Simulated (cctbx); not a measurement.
# Diagnosing a refinement

Cell a = 6.4520 Å, b = 6.4520 Å, c = 9.8950 Å, α = 90.00°, β = 90.00°, γ = 120.00°; space group P-6m2 (no. 187). The compound is Mg14AlRh.

The data are simulated with cctbx, not measured: Mo Kα, λ = 0.71073 Å, to d = 0.75 Å, 70 % of the full sphere, strongest reflection 70000 counts, noise from counting, a 3 % proportional error and a noise floor of 8 counts (s.d.); no absorption.

An anisotropic refinement with weights 1/σ² prints:

```text
Rint 0.027, 399 unique reflections to 0.75 A
cycle     R1     wR2    GooF  max shift (A)
   1  0.3358  0.6183  25.522   0.19462
  12  0.1650  0.2954  12.193   0.02666
final R1 0.1650 wR2 0.2954 GooF 12.193  parameters 17  data/parameter 23.5
atom        x        y        z      Ueq    occ   su(xyz)  su(Uiso or U11)
Rh1    0.00000  0.00000  0.50000   0.0302  1.000  0.00000  0.0013
Al1    0.00000  0.00000  0.00000   2.1531  1.000  0.00000  1.1721
Mg1    0.66667  0.33333  0.74847   0.0032  1.000  0.00072  0.0019
Mg2    0.68544  0.84272  0.75391   0.0199  1.000  0.00117  0.0029
Mg3    0.60309  0.39691  0.50000   3.3936  1.000  1.01977  8.9680
difference map: max 11.92 min -2.05 rms 1.15
Q1    0.0000  0.0000  0.0000    1   11.92  0.00 A from Al1
Q2    0.1668  0.3335  0.2504    6   11.15  0.11 A from Mg2
Q3    0.6667  0.3333  0.2489    2   11.07  0.03 A from Mg1
Q4    0.0004  0.5002  0.0000    3   10.59  3.10 A from Mg2
Q5    0.0000  0.0000  0.5000    1    8.74  0.00 A from Rh1
Q6    0.9962  0.4981  0.5000    3    4.32  1.13 A from Mg3
```

**Question.** Can this result stand? If not, what is the likely fault?

Mend it. The fault: an atom left out, Mg at (0.4997, 0.5003, 0). Against the right model at the same level, R1 goes from 0.0089 to 0.1650 and GooF from 0.87 to 12.19, Mg3 takes U = the program's ceiling, U of Mg1 shrinks from 0.0325 to 0.0032 Å², U of Mg2 shrinks from 0.0507 to 0.0199 Å² and the top difference peak, 11.9 e/Å³, lies on Al1. Q4 is the missing atom. With scattering power missing, scale and phases suffer, so peaks may also grow on the heavy atoms. The fit had not settled when the cycles ran out.

The compound is Mg14AlRh. The right model at the same level gives:

```text
Rint 0.027, 399 unique reflections to 0.75 A
cycle     R1     wR2    GooF  max shift (A)
   1  0.0370  0.1070   4.442   0.13506
   2  0.0089  0.0210   0.873   0.00012
final R1 0.0089 wR2 0.0210 GooF 0.872  parameters 21  data/parameter 19.0
atom        x        y        z      Ueq    occ   su(xyz)  su(Uiso or U11)
Rh1    0.00000  0.00000  0.50000   0.0313  1.000  0.00000  0.0001
Al1    0.00000  0.00000  0.00000   0.0412  1.000  0.00000  0.0003
Mg1    0.66667  0.33333  0.74880   0.0325  1.000  0.00007  0.0004
Mg2    0.69213  0.84607  0.75506   0.0507  1.000  0.00012  0.0004
Mg3    0.49560  0.50440  0.50000   0.0569  1.000  0.00075  0.0004
Mg4    0.49914  0.50086  0.00000   0.0418  1.000  0.00062  0.0002
Flack x: 0.12(4)
Hooft y: 0.054(45)  Bijvoet pairs: 173
difference map: max 0.10 min -0.09 rms 0.02
Q1    0.3333  0.6667  0.0000    1    0.10  1.85 A from Mg4
Q2    0.3333  0.6667  0.5000    1    0.09  1.81 A from Mg3
Q3    0.3790  0.1895  0.2591    6    0.09  1.61 A from Mg1
Q4    0.3333  0.6667  0.2623    2    0.09  2.01 A from Mg2
Q5    0.2569  0.5138  0.0000    3    0.08  1.61 A from Mg4
Q6    0.5008  0.2504  0.0000    3    0.08  1.62 A from Mg4
```

The model is made up (kin elements in a known structure type, no relaxation), so it says nothing on whether the phase exists.

[Middle refinement cycles are left out of these outputs.]

[Logs are printed without paths, hosts, clocks, repeated set-up lines and the standing remarks that a program may print on its own settings, such as how far it seeks lower states.]
